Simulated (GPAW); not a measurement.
## AlN (P6_3mc): refractive index against wavelength

The refractive index of AlN (P6_3mc) along x below the direct gap (4.17 eV on the mesh) is read from one computed spectrum, n = √(Re ε). x, y and z are the Cartesian axes of the input cell.

Symmetry: P6_3mc, No. 186, hexagonal system. Conventional cell: a = 3.113 Å, b = 3.113 Å, c = 4.981 Å, α = 90.00°, β = 90.00°, γ = 120.00°. Al on site b has 4 N at 1.89 Å as nearest neighbours. N on site b has 4 Al at 1.89 Å as nearest neighbours.

Method: GPAW 26.7.0, PBE, RPA, k-mesh 12×12×7, local fields up to 70 eV, Lorentzian half width 0.12 eV.

Launch of the response step: `OMP_NUM_THREADS=1 python df.py`. The run took 2.5 min, its band step included, on 1 thread of Arm Neoverse V1, on a shared host.

| wavelength (nm) | photon energy E (eV) | n |
| --- | --- | --- |
| 1310 | 0.946 | 2.0684 |
| 1064 | 1.165 | 2.0735 |
| 850 | 1.459 | ? |
| 700 | 1.771 | 2.0943 |
| 633 | 1.959 | 2.1028 |
| 532 | 2.331 | 2.1231 |
| 450 | 2.755 | 2.1528 |

In the single-oscillator model n² − 1 = E₀E_d/(E₀² − E²), so 1/(n² − 1) = E₀/E_d − E²/(E₀E_d) is linear in E².

Working, on the rows shown:

| x = E² (eV²) | y = 1/(n² − 1) |
| --- | --- |
| 0.895757 | 0.305038 |
| 1.35784 | 0.303085 |
| 3.13716 | 0.295326 |
| 3.83641 | 0.292247 |
| 5.43137 | 0.285099 |
| 7.59115 | 0.275137 |

Means: x̄ = 3.7083, ȳ = 0.29266. Σ(x − x̄)(y − ȳ) = -0.142, Σ(x − x̄)² = 31.82. Slope = -0.142 / 31.82 = -0.004461; intercept = ȳ − slope · x̄ = 0.3092. Turned back into n, the line misses the rows shown by at most 0.0006.

Q: Predict the last column of the withheld row from the fit.

A: At x = 2.1276 the line gives y = 0.29971, that is 2.0825. The run gave 2.0824, so the interpolation is off by 5.0e-05, 0.1 % of the range in the table.

Refitted with all rows, the slope is -0.004462 and the intercept 0.3092. These give E₀ = √(intercept/−slope) = 8.32 eV and E_d = E₀/intercept = 26.9 eV; E₀ is 2.0 times the direct gap. The electronic limit at long wavelengths, without lattice vibrations, is n = √(1 + 1/intercept) = 2.058. The cell comes from an older database entry, whose edges can be off by a per cent or so. Excitons are left out; PBE gaps are as a rule too small. The values come from a sum over the points of one k-mesh and carry its error, which grows as the direct gap shrinks.
